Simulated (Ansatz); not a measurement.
## The valence band of RbLiCO3 as photoemission sees it

Wanted: projected DOS of RbLiCO3, weighted into photoemission and X-ray emission spectra, at several levels of theory.

Main program and level: Ansatz 0.2.0; DFT, PBE, plane-wave PAW, default files, scalar-relativistic, in the first sound run; inputs show where later runs differ.

**1. The structure**

Symmetry: P2_1/c, No. 14, monoclinic system. Conventional cell: a = 6.849 Å, b = 7.162 Å, c = 7.748 Å, α = 90.00°, β = 118.30°, γ = 90.00°. Rb has 9 O at 2.90 to 3.40 Å and 2 C at 3.31 to 3.36 Å nearest. Nearest to O lie 1 C at 1.30 Å and 3 Li at 2.01 to 3.37 Å and 3 Rb at 2.92 to 3.32 Å. Nearest to O lie 1 C at 1.27 Å and 1 Li at 2.07 Å and 3 Rb at 2.90 to 3.01 Å. O has 1 C at 1.29 Å and 2 Li at 1.97 to 2.17 Å and 3 Rb at 2.93 to 3.40 Å nearest. C has 3 O at 1.27 to 1.30 Å nearest. Nearest to Li lie 5 O at 1.97 to 2.17 Å. Farther neighbours and most contacts between anions are not listed.

**2. Self-consistent run, DOS and bands**

The base run gives the projected DOS, from which the spectra are built. The DOS is taken on a denser mesh than the density.

File input.yaml:

```yaml
crystal:
  lattice:
    - [6.849, 0.0, 0.0]
    - [0.0, 7.162, 0.0]
    - [-3.6734405204, 0.0, 6.8221292125]
  atoms:
    - { symbol: Rb, position: [0.83075, 0.85911, 0.16686] }
    - { symbol: Rb, position: [0.16925, 0.35911, 0.33314] }
    - { symbol: Rb, position: [0.16925, 0.14089, 0.83314] }
    - { symbol: Rb, position: [0.83075, 0.64089, 0.66686] }
    - { symbol: O, position: [0.485, 0.8336, 0.7586] }
    - { symbol: O, position: [0.515, 0.3336, 0.7414] }
    - { symbol: O, position: [0.515, 0.1664, 0.2414] }
    - { symbol: O, position: [0.485, 0.6664, 0.2586] }
    - { symbol: O, position: [0.1747, 0.6934, 0.5462] }
    - { symbol: O, position: [0.8253, 0.1934, 0.9538] }
    - { symbol: O, position: [0.8253, 0.3066, 0.4538] }
    - { symbol: O, position: [0.1747, 0.8066, 0.0462] }
    - { symbol: O, position: [0.271, 0.9721, 0.4739] }
    - { symbol: O, position: [0.729, 0.4721, 0.0261] }
    - { symbol: O, position: [0.729, 0.0279, 0.5261] }
    - { symbol: O, position: [0.271, 0.5279, 0.9739] }
    - { symbol: C, position: [0.3063, 0.8321, 0.5905] }
    - { symbol: C, position: [0.6937, 0.3321, 0.9095] }
    - { symbol: C, position: [0.6937, 0.1679, 0.4095] }
    - { symbol: C, position: [0.3063, 0.6679, 0.0905] }
    - { symbol: Li, position: [0.4077, 0.9284, 0.3044] }
    - { symbol: Li, position: [0.5923, 0.4284, 0.1956] }
    - { symbol: Li, position: [0.5923, 0.0716, 0.6956] }
    - { symbol: Li, position: [0.4077, 0.5716, 0.8044] }
kpoints:
  mp_grid: { grid: [4, 4, 4] }
  band_path:
    path:
      - [0.0, 0.0, 0.0]
      - [0.0, 0.5, 0.0]
      - [0.0, 0.5, 0.5]
      - [0.0, 0.0, 0.5]
      - [0.0, 0.0, 0.0]
      - [-0.5, 0.0, 0.5]
      - [-0.5, 0.5, 0.5]
      - [0.0, 0.5, 0.0]
      - [-0.5, 0.5, 0.0]
      - [-0.5, 0.0, 0.0]
    npoints: 6
scf:
  occupations: { method: fermi_dirac, width: 0.02 }
  n_extra_bands: 40
hamiltonian:
  xc: pbe
  pseudopotentials: { kind: paw }
output:
  forces: true
  stress: true
  dos:
    projected:
      site_lists:
        Rb1: [0, 1, 2, 3]
        O5: [4, 5, 6, 7]
        O9: [8, 9, 10, 11]
        O13: [12, 13, 14, 15]
        C17: [16, 17, 18, 19]
        Li21: [20, 21, 22, 23]
    de: 0.05
    e_range: [-28, 12]
    nscf_kmesh: { grid: [6, 6, 6] }
  fatbands: true
  write_density: true
  write_potential: true
  elf: true
  volumetric_format: npy
```

Run with:

```console
ansatz run input.yaml --threads 4 --pin off --max-ram 8192MiB --backend cpu --events-out ev --progress --plain --runs-dir out
```

Numbers of over 12 decimals in the logs are rounded to 6 here.

Output:

```text
scf.n_extra_bands = 40 over 68 filled bands (N_el = 136.0): the run solves 108 bands
Engine: ansatz 0.2.0, aarch64-unknown-linux-gnu
Pseudopotentials: kind: paw
Pseudopotential: Rb, paw, valence charge 9, recommended cutoff 420 eV (normal), Rb.paw.azcp
Pseudopotential: O, paw, valence charge 6, recommended cutoff 420 eV (normal), O.paw.azcp
Pseudopotential: C, paw, valence charge 4, recommended cutoff 420 eV (normal), C.paw.azcp
Pseudopotential: Li, paw, valence charge 3, recommended cutoff 420 eV (normal), Li.paw.azcp
Functional definition: PBE
  parameter kappa = 0.804
  parameter beta = 0.066725
  exchange = pbe_x(kappa = kappa, mu = beta*pi^2/3)
  correlation = pbe_c(beta = beta)
Crystal: 24 atoms, lattice volume = 334.643 Å³
Basis set: ecut = 420 eV, 6547 PW (Γ), exchange–correlation on 96×96×108 points (8 copies of the dense FFT grid, shifted against one another)
Bands: 108, of which v1, the nominal top of the filled ones, is band 68 counted from 1 (67 counted from 0)
Symmetry: 4 space group operations
Space group: P21/c (ITA 14), of the structure as read, at distance tolerance 6.9e-5 Å
k-points: 30 of 64
Non-local potential: Rb, projectors of the file, l = 0: 3, l = 1: 2, l = 2: 2
Non-local potential: O, projectors of the file, l = 0: 2, l = 1: 2, l = 2: 1
Non-local potential: C, projectors of the file, l = 0: 2, l = 1: 2, l = 2: 1
Non-local potential: Li, projectors of the file, l = 0: 3, l = 1: 2, l = 2: 1
PAW form: soft (Blöchl's): semilocal exchange-correlation on the pseudo side does not see the compensation charge
PAW one-centre angular grid: Rb, 110 points (default); XC on 64 Gauss nodes
PAW one-centre angular grid: O, 110 points (default); XC on 64 Gauss nodes
PAW one-centre angular grid: C, 110 points (default); XC on 64 Gauss nodes
PAW one-centre angular grid: Li, 110 points (default); XC on 64 Gauss nodes
Initial density: superposition of atomic densities (neutral atoms: chi_scale 0, normalization atom), corrected by the library's trained network
Initial wavefunctions: pseudopotential atomic-orbital guess
Functional: x = pbe(κ = 0.804, μ = 0.219515), c = pbe(β = 0.066725)
SCF iter   1: F=—  HF=-21715.759525 eV  |F-HF|=—  |Δ(HF+E_count)|=         —  Δρ=1.69e-3  dr2=5.53e-3  ethr=1.77e-3  ⟨swp⟩=6.0  Hψ=14872  notcnv=0  defer=585
preconditioner: auto → Resta (q_TF=auto, 2.348 Å⁻¹)  ε∞=2.7  [insulator: Δε(μ)=4.664 eV  Ē_g=17.184 eV  σ=0.020 eV  W_gap=1.00  n_scr=70 (ndim 8)  ℏωp=22.2 eV  f_vac=0.089  D(μ)=0.00/eV (n_scr^D=0)  ε∞_Penn≈2.7]
SCF iter   2: F=—  HF=-21715.762200 eV  |F-HF|=—  |Δ(HF+E_count)|=   2.68e-3  Δρ=8.57e-4  dr2=1.17e-3  ethr=4.07e-6  ⟨swp⟩=3.0  Hψ=6834  notcnv=0  defer=1033
SCF iter   3: F=—  HF=-21715.763709 eV  |F-HF|=—  |Δ(HF+E_count)|=   1.51e-3  Δρ=3.44e-4  dr2=2.89e-4  ethr=8.58e-7  ⟨swp⟩=2.0  Hψ=3287  notcnv=0  defer=1033
SCF iter   4: F=—  HF=-21715.764017 eV  |F-HF|=—  |Δ(HF+E_count)|=   3.08e-4  Δρ=8.64e-5  dr2=2.14e-5  ethr=2.13e-7  ⟨swp⟩=2.0  Hψ=3887  notcnv=0  defer=1033
SCF iter   5: F=—  HF=-21715.764430 eV  |F-HF|=—  |Δ(HF+E_count)|=   4.13e-4  Δρ=6.15e-5  dr2=9.85e-6  ethr=1.57e-8  ⟨swp⟩=2.0  Hψ=4007  notcnv=0  defer=1033
SCF iter   6: F=—  HF=-21715.764430 eV  |F-HF|=—  |Δ(HF+E_count)|=   4.63e-7  Δρ=1.26e-5  dr2=3.92e-7  ethr=7.24e-9  ⟨swp⟩=2.0  Hψ=3891  notcnv=0  defer=1033
SCF iter   7: F=-21715.764430 eV  HF=-21715.764430 eV  |F-HF|=6.49e-8  |Δ(HF+E_count)|=   5.18e-7  Δρ=3.53e-6  dr2=2.85e-8  ethr=7.35e-11  ⟨swp⟩=20.5  Hψ=29804  notcnv=0
SCF 1 converged in 7 iterations: F = -21715.764430 eV  dr2 = 2.85e-8
  greatest PAW one-centre occupation: 1.000 electrons in one spin orbital (limit 2), on the Li atom at site 23 (counted from 0), in its partial waves of l = 0
NSCF: frozen V_eff on 55 k-points
NSCF: frozen V_eff on 80 k-points
SCF converged after 7 iterations
Free energy (F): -21715.764430 eV
Harris-Foulkes:  -21715.764430 eV  (|F-HF|=6.49e-8)
Internal energy: -21715.764430 eV  (E = F + TS)
E sigma→0 (E₀):  -21715.764430 eV
Fermi energy:    5.860361 eV
--- Per-component energies (eV) ---
  E_band       = -1001.799035
  E_kinetic    = 3347.125817
  E_local      = -8954.951583  (includes V_loc(G=0)·N_el)
  E_nonlocal   = 1247.260695
  E_hartree    = 2998.014728
  E_xc         = -1648.482765
  E_vxc        = -1977.631213  (∫ρ·V_xc dr)
  E_paw        = -12854.712187  (= ΣΔE_a)
  E_vpaw       = -659.659182  (= ΣTr[D̂ρ^β])
  E_aug_tail   = 0.029893  (compensation charges beyond the density's cutoff)
  E_ewald      = -5850.049029
  E_smearing   = -0.000000  (= −TS)
  E_closure    = -0.000000  (closes the sum)
  Σ components = -21715.764430   (vs F -21715.764430, Δ=0.00e0)
--- Forces (eV/Å), atoms counted from 1 ---
  atom   1  Rb     0.01338716    -0.00265907    -0.00374635
  atom   2  Rb    -0.01338716    -0.00265907     0.00374635
  atom   3  Rb    -0.01338716     0.00265907     0.00374635
  atom   4  Rb     0.01338716     0.00265907    -0.00374635
  atom   5  O      0.37729771     0.03707699     0.76965973
  atom   6  O     -0.37729771     0.03707699    -0.76965973
  atom   7  O     -0.37729771    -0.03707699    -0.76965973
  atom   8  O      0.37729771    -0.03707699     0.76965973
  atom   9  O     -0.46614331    -0.52542852    -0.22689760
  atom  10  O      0.46614331    -0.52542852     0.22689760
  atom  11  O      0.46614331     0.52542852     0.22689760
  atom  12  O     -0.46614331     0.52542852    -0.22689760
  atom  13  O      0.00490995     0.34582661    -0.31848175
  atom  14  O     -0.00490995     0.34582661     0.31848175
  atom  15  O     -0.00490995    -0.34582661     0.31848175
  atom  16  O      0.00490995    -0.34582661    -0.31848175
  atom  17  C      0.08597323     0.13563345    -0.22364067
  atom  18  C     -0.08597323     0.13563345     0.22364067
  atom  19  C     -0.08597323    -0.13563345     0.22364067
  atom  20  C      0.08597323    -0.13563345    -0.22364067
  atom  21  Li     0.00111292     0.01011933     0.01225118
  atom  22  Li    -0.00111292     0.01011933    -0.01225118
  atom  23  Li    -0.00111292    -0.01011933    -0.01225118
  atom  24  Li     0.00111292    -0.01011933     0.01225118
  max |Σ_I F_I| component: 1.80e-16 eV/Å
--- Stress (GPa, compression-positive) ---
        2.415847       0.000000       1.116848
        0.000000       3.038638       0.000000
        1.116850       0.000000       3.756578
  P = ⅓ Tr σ = 3.0704 GPa (30.704 kbar)
--- Band table (eV; the first three rows and the last of 30) ---
  k-point 0: bands = [... 64 lower, 2.8798, 3.1362, 3.3743, 3.4774, 8.1726, 9.0046, 9.1550, 9.3428, ... 36 higher]
  k-point 1: bands = [... 64 lower, 2.8749, 3.0444, 3.4122, 3.4953, 8.4738, 9.0456, 9.1657, 9.3394, ... 36 higher]
  k-point 2: bands = [... 64 lower, 2.9168, 2.9168, 3.4759, 3.4759, 9.1224, 9.1224, 9.1444, 9.1444, ... 36 higher]
  k-point 29: bands = [... 64 lower, 3.2039, 3.2039, 3.2773, 3.2773, 8.9723, 8.9723, 9.2208, 9.2208, ... 36 higher]
```

It took 92 s on 4 threads of Arm Neoverse V2, shared host; peak memory 2.2 GiB; 6.1 min of CPU time.

Reading the cycles: dr2 is the Hartree energy of the density residual (eV), the measure of convergence; HF is the Harris–Foulkes estimate of the energy, which meets the free energy F at convergence.

This step gave:

- free energy: -21715.7644 eV
- Fermi energy: 5.860 eV
- symmetry operations: 4
- pressure: 3.070 GPa
- gap on the k-mesh: 4.669 eV
- zero of energy: valence-band maximum
- share of occupied states in no projected shell: 0.0078 of the occupied states in the window
- gap on the path: 4.669 eV
- least direct gap on the path: 4.695 eV
- valence top on path: 0 eV

Electronic bands along the path, in eV, zero at the valence-band maximum; v1 is the highest filled band, c1 the lowest empty one:

```csv
point,v4,v3,v2,v1,c1,c2,c3,c4
Γ,-0.62,-0.37,-0.13,-0.03,4.67,5.50,5.65,5.84
halfway,-0.56,-0.30,-0.21,-0.05,4.95,5.57,5.67,5.84
Z,-0.39,-0.39,-0.16,-0.16,5.55,5.55,5.78,5.78
halfway,-0.38,-0.38,-0.19,-0.19,5.58,5.58,5.80,5.80
D,-0.36,-0.36,-0.23,-0.23,5.61,5.61,5.74,5.74
halfway,-0.50,-0.50,-0.10,-0.10,5.62,5.62,5.69,5.69
B,-0.59,-0.59,-0.03,-0.03,5.62,5.62,5.64,5.64
halfway,-0.63,-0.46,-0.09,-0.01,4.97,5.54,5.66,5.83
Γ,-0.62,-0.37,-0.13,-0.03,4.67,5.50,5.65,5.84
halfway,-0.58,-0.41,-0.11,-0.04,5.00,5.50,5.67,5.91
A,-0.50,-0.50,-0.07,-0.07,5.49,5.49,5.81,5.81
halfway,-0.43,-0.43,-0.12,-0.12,5.49,5.49,5.74,5.74
E,-0.30,-0.30,-0.23,-0.23,5.47,5.47,5.72,5.72
halfway,-0.35,-0.35,-0.18,-0.18,5.49,5.49,5.77,5.77
Z,-0.39,-0.39,-0.16,-0.16,5.55,5.55,5.78,5.78
halfway,-0.40,-0.40,-0.17,-0.17,5.53,5.53,5.79,5.79
C2,-0.42,-0.42,-0.18,-0.18,5.45,5.45,5.82,5.82
halfway,-0.66,-0.36,-0.17,-0.04,5.42,5.48,5.65,5.91
Y2,-0.76,-0.45,-0.06,0.00,5.39,5.50,5.52,5.97
```

Of the projections kept (Rb s, Rb p, O s, O p, C s, C p, Li s, not projected), the largest for each band there; the rest of the weight can lie on other orbitals:

```csv
point,v4,v3,v2,v1,c1,c2,c3,c4
Γ,O p 0.98,O p 0.98,O p 0.98,O p 0.99,Rb s 0.53,C p 0.44,C p 0.45,C p 0.50
Z,O p 0.98,O p 0.98,O p 0.99,O p 0.99,C p 0.28,C p 0.28,C p 0.37,C p 0.37
D,O p 0.98,O p 0.98,O p 0.98,O p 0.98,C p 0.41,C p 0.41,C p 0.46,C p 0.46
B,O p 0.97,O p 0.97,O p 0.99,O p 0.99,C p 0.28,C p 0.28,C p 0.38,C p 0.38
Γ,O p 0.98,O p 0.98,O p 0.98,O p 0.99,Rb s 0.53,C p 0.44,C p 0.45,C p 0.50
A,O p 0.98,O p 0.98,O p 0.99,O p 0.99,C p 0.41,C p 0.41,C p 0.47,C p 0.47
```

The DOS has structure finer than the step of the table below, so its rows give means over 2 eV, whole bins alone (the curve runs from -25.6 to 12.4 eV). Peaks (eV: height): total -24.8: 80, -21.7: 79.3, -18.4: 70.8, -8.9: 79.3; O 2p -7.1: 21.1, -5.6: 31.8, -1.5: 46.7, -0.1: 18.1; Rb 4p -8.9: 76.4; C 2p -18.4: 19.2, -5.6: 11.6, 5.5: 6.73; O 2s -21.7: 42.3, -18.4: 48.9, -7.1: 11.7.

* holds the states left over by the projection beside any projected weight of its own. The DOS by E, zero at the valence-band maximum; means over each step; 7 of 11 lines; values in states/eV/cell:

```csv
E (eV),total,O 2p,Rb 4p,C 2p,O 2s,Rb 5p,Li 2p*
-24,4.00,0.0115,2.0e-4,0.00888,0.00253,0,0
-22,4.00,0.457,0.00165,0.00191,2.13,0,0
-20,0,0,0,0,0,0,0
-18,8.00,0.222,0.00661,2.24,5.41,0,0
-16,0,0,0,0,0,0,0
-14,0,0,0,0,0,0,0
-12,0,0,0,0,0,0,0
-10,6.67,0.382,6.05,0.0529,0.0525,0,0.00431
-8,9.01,2.01,5.11,0.0356,1.02,0.305,0.0389
-6,12.3,7.58,0,2.71,1.36,0.352,0.142
-4,0,0,0,0,0,0,0
-2,16.0,15.3,0,0.0195,0.0282,0.0997,0.256
0,4.00,3.93,0,0.00351,0.00338,0.00557,0.0572
2,0,0,0,0,0,0,0
4,0.0694,0.00186,0,0.00223,0.0139,2.4e-4,0.00433
6,6.75,1.63,0,1.94,0.283,0.0291,1.03
8,11.0,0.361,0,0.389,0.292,0.0209,7.65
10,11.2,0.263,0,0.279,0.126,0.00614,9.51
```

Sums over each group's atoms; a table of it gives point samples, which can step over narrow peaks. DOS of the group against E, zero at the valence-band maximum; 7 of 13 lines; values in states/eV:

```csv
E (eV),Rb1: Rb 4p,O5: O 2p,O13: O 2p,O9: O 2p,C17: C 2p,O9: O 2s,O13: O 2s
-8,0,0,0,0,0,0,0
-6,0,2.38,2.26,1.48,2.34,0.126,0.323
-4,0,0,0,0,0,0,0
-2,0,4.66,4.32,4.09,0.0190,0.00861,0.0106
0,0,1.83,2.55,2.28,0.00354,5.6e-4,8.2e-4
2,0,0,0,0,0,0,0
4,0,0,0,0,0,0,0
6,0,0.804,0.755,0.841,2.72,0.0739,0.0818
8,0,0.162,0.176,0.162,0.513,0.128,0.116
10,0,0.0888,0.0930,0.0876,0.280,0.0403,0.0427
12,0,0.270,0.217,0.204,0.165,0.0303,0.0685
```

This run's widths, added to any smearing of the DOS itself: Gaussian 0.3 eV, Lorentzian 0.2 eV plus 0.03 an eV of depth. Table of intensity by binding energy, zero at the valence-band maximum; values in % of the maximum within 13 eV:

```csv
binding energy (eV),21.2 eV,60 eV,1486.7 eV,5950 eV
-1,1.34,1.35,0.182,0.134
0,24.7,24.8,1.29,0.344
1,23.7,23.7,1.29,0.393
2,54.7,54.6,2.90,0.828
3,4.94,4.90,0.581,0.378
4,2.78,2.64,0.693,0.542
5,14.8,12.9,2.60,1.71
6,39.4,35.1,7.14,4.55
7,18.0,22.3,11.0,7.80
8,-,3.43,8.40,8.10
9,-,11.9,99.0,99.0
10,-,1.53,8.84,8.81
11,-,0.588,2.19,2.18
12,-,0.398,1.08,1.08
13,-,0.340,0.735,0.730
14,-,0.349,0.638,0.623
15,-,0.433,0.699,0.655
16,-,0.684,1.01,0.877
17,-,1.62,2.23,1.74
18,-,9.90,13.1,9.28
19,-,8.66,11.4,8.18
20,-,2.08,2.85,2.42
21,-,3.83,4.77,3.96
22,-,7.62,9.28,7.58
23,-,1.43,3.44,5.47
24,-,1.16,8.88,19.0
25,-,2.24,25.2,56.0
```

Maxima picked by a test of local sharpness, so broad peaks and shoulders can be missing; peaks within 0.45 eV of a curve's cut are left out. Valence peaks, by row:

```csv
photon energy (eV),binding energy (eV),height (% of the maximum within 13 eV),main shell,its share (%)
21.2,7.135,19.82,O 2p,91.16
21.2,5.585,77.04,O 2p,71.34
21.2,1.485,100,O 2p,99.67
21.2,0.2348,34.92,O 2p,99.71
60,21.68,10.69,O 2s,51.31
60,18.48,20,O 2s,71.47
60,9.035,12.11,Rb 4p,58.46
60,7.135,24.79,O 2p,73.28
60,5.635,67.61,O 2p,81.76
60,1.485,100,O 2p,99.79
60,0.2348,34.94,O 2p,99.76
1487,24.78,28.92,Rb 4s,98.6
1487,21.68,12.53,O 2s,78.83
1487,18.48,26.25,O 2s,98.14
1487,9.035,100,Rb 4p,98.98
1487,7.135,12.51,O 2s,67.39
1487,5.635,12.39,O 2s,71.75
1487,1.535,4.943,O 2p,91.69
5950,24.78,64.32,Rb 4s,99.51
5950,21.68,9.513,O 2s,71.67
5950,18.48,18.36,O 2s,96.82
5950,9.035,100,Rb 4p,99.33
5950,7.135,8.847,O 2s,65.73
5950,5.635,7.474,O 2s,82.08
```

The intensity has structure finer than the step of the table below, so its rows give means over 2 eV, whole bins alone (the curve runs from -25.6 to 1.39 eV). Peaks (eV: height): O K -5.6: 53.1, -1.6: 99.8; O K, E along x -5.6: 50.9, -1.5: 132; O K, E along y -5.6: 55.9, -1.9: 78.1; O K, E along z -5.6: 52.4, -1.6: 96.2; C K -18.5: 63.0, -5.6: 99.9.

Shapes are the site's partial DOS without matrix elements, which overweights lines from ligand s bands. The intensity by emission energy less the core level's binding energy, zero at the valence-band maximum; means over each step; 7 of 8 lines; values in % of the unpolarised maximum:

```csv
emission energy less the core level's binding energy (eV),O K,"O K, E along x","O K, E along y","O K, E along z",C K,"C K, E along x","C K, E along y"
-24,0.193,0.133,0.216,0.229,0.481,0.342,0.549
-22,1.52,0.905,1.76,1.89,0.994,0.601,1.23
-20,0.554,0.339,0.665,0.657,9.37,5.65,13.1
-18,0.794,0.471,1.00,0.912,35.8,20.7,41.8
-16,0.146,0.111,0.166,0.161,2.25,1.32,2.48
-14,0.147,0.125,0.158,0.158,0.638,0.433,0.719
-12,0.249,0.212,0.265,0.270,0.413,0.362,0.435
-10,1.74,1.37,1.82,2.02,1.34,1.78,1.13
-8,7.24,4.58,8.17,8.97,2.24,2.92,2.04
-6,31.8,29.2,33.6,32.6,52.1,70.3,43.8
-4,5.93,5.70,7.06,5.02,6.74,10.1,4.64
-2,60.9,71.8,57.3,53.8,0.877,1.14,0.739
0,23.4,20.1,21.7,28.3,0.302,0.356,0.243
```

The broadened DOS, unweighted empty DOS has structure finer than the step of the table below, so its rows give means over 0.5 eV, whole bins alone (the curve runs from -0.960 to 11.8 eV). Peaks (eV: height): 5.64: 11.8, 7.84: 13.1, 10.14: 13.3.

Broadened DOS, unweighted empty DOS against E, zero at the valence-band maximum; means over each step:

```csv
E (eV),"broadened DOS, unweighted empty DOS (states/eV/cell)"
4.0,7.7e-4
4.5,0.105
5.0,1.76
5.5,9.45
6.0,7.92
6.5,4.98
7.0,7.25
7.5,10.9
8.0,12.4
8.5,10.9
9.0,10.4
9.5,9.76
10.0,12.6
10.5,12.0
11.0,8.70
11.5,7.61
```

Electrostatic potential energy in the ac plane at fractional y = 0.166, with atoms of Rb and O and C within 0.2 Å of it. With pseudopotentials it is smooth inside the atoms' cores, unlike the true potential.

Ten even steps from '0' (-58 eV) to '9' (9 eV), each cell a mean:
```
9987678999999962259
9862137999999843489
9610027999999977899
8300048999999999999
7200379999999999999
8545899999988999999
8888999999888999999
9999999999999999999
9999999999999999999
9999999999999888999
9999999999998547999
9999999999983016999
9999999999960027999
9999999999752379999
9999999995237899999
9999999962148999999
9999999952379999999
9999999976899999999
9999999999999999999
9999999999999999899
9999999999999996459
```
Columns run along a (6.8 Å; values clipped at the 3rd and 97th percentile), rows up along c (7.7 Å). Atoms in or near the plane, at fractional coordinates: Rb at (0.17, 0.83), O at (0.52, 0.24), O at (0.83, 0.95), C at (0.69, 0.41).

ELF in the ac plane at fractional y = 0.166, with atoms of Rb and O and C within 0.2 Å of it. It is the smooth field of the valence electrons, not physical close to the nuclei.

Values, 11 rows by 16 columns, each cell a mean:
```
0.13 0.43 0.78 0.83 0.86 0.78 0.36 0.03 0.01 0.05 0.26 0.66 0.74 0.67 0.80 0.57
0.57 0.82 0.46 0.43 0.82 0.75 0.20 0.04 0.08 0.07 0.19 0.61 0.80 0.76 0.45 0.12
0.83 0.83 0.71 0.80 0.69 0.20 0.07 0.27 0.25 0.07 0.03 0.11 0.21 0.11 0.03 0.31
0.44 0.62 0.58 0.36 0.08 0.02 0.10 0.19 0.07 0.01 0.01 0.06 0.12 0.08 0.03 0.11
0.04 0.03 0.02 0.02 0.03 0.03 0.03 0.03 0.01 0.04 0.20 0.36 0.29 0.13 0.07 0.06
0.05 0.01 0.02 0.03 0.04 0.04 0.03 0.01 0.04 0.23 0.50 0.49 0.41 0.35 0.28 0.21
0.01 0.03 0.05 0.06 0.04 0.02 0.03 0.13 0.30 0.54 0.41 0.18 0.51 0.48 0.28 0.09
0.04 0.13 0.20 0.14 0.04 0.07 0.44 0.70 0.63 0.72 0.73 0.43 0.24 0.11 0.04 0.01
0.03 0.06 0.08 0.04 0.05 0.43 0.79 0.75 0.57 0.73 0.54 0.13 0.02 0.01 0.02 0.02
0.23 0.04 0.01 0.01 0.05 0.28 0.57 0.71 0.70 0.49 0.14 0.02 0.12 0.34 0.51 0.48
0.45 0.06 0.11 0.28 0.28 0.15 0.07 0.09 0.09 0.03 0.06 0.31 0.64 0.80 0.86 0.82
```
Columns run along a (6.8 Å), rows up along c (7.7 Å). Atoms in or near the plane, at fractional coordinates: Rb at (0.17, 0.83), O at (0.52, 0.24), O at (0.83, 0.95), C at (0.69, 0.41).

[end of part 1 of 3]

[Logs are printed without paths, hosts, clocks, repeated set-up lines and the standing remarks that a program may print on its own settings, such as how far it seeks lower states.]

[Hosts, paths, dates, database ids (printed as entryN), source tags and the programs' standing remarks are cut or masked in the printed files.]

[Maps of the electrostatic potential energy from Ansatz leave out the sawtooth potential of an applied field or a dipole correction, so their vacuum need not be flat; work functions include it.]

[Peak lists hold at most the 14 tallest peaks of each spectrum; further lines can be left out.]
